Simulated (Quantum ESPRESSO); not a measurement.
# Voltage at the next charge: Cu(100), 5 layers against an electrode

Method. Quantum ESPRESSO 7.5, PBE, GBRV ultrasoft; ESM with bc3, a metal electrode 5.00 Å above the top atoms; cell area 6.516 Å²; ions fixed. V is the potential energy of an electron at the electrode over the slab's Fermi level, divided by e, so that it equals the work function at zero charge; positive charge removes electrons.

```
charge (e a cell)  V (V)
                0  4.434
           0.0098  5.386
           0.0195  6.344
```

**Question.** What is V at a charge of 0.0391 e, and what capacitance do the rows imply?

**Worked estimate.** The last two rows give dV/dq = (6.344 − 5.386)/(0.0195 − 0.0098) = 98.8 V/e, so C = 1602/(6.516 × 98.8) = 2.49 µF/cm², an effective gap of 8.854/2.49 = 3.56 Å. At constant C, V = 6.344 + 98.8 × 0.0196 = 8.28 V.

**Check.** V = 8.319 V; the estimate misses by −0.04 V, 2.0 % of the step. Over the three intervals C goes 2.53, 2.49 and 2.44 µF/cm²: it falls as electrons leave, the surface charge drawing back towards the atoms.

**Limits.** Vacuum fills the gap; a dielectric or electrolyte would change C. The slab is thin.

[Logs are printed without paths, hosts, clocks, repeated set-up lines and the standing remarks that a program may print on its own settings, such as how far it seeks lower states.]
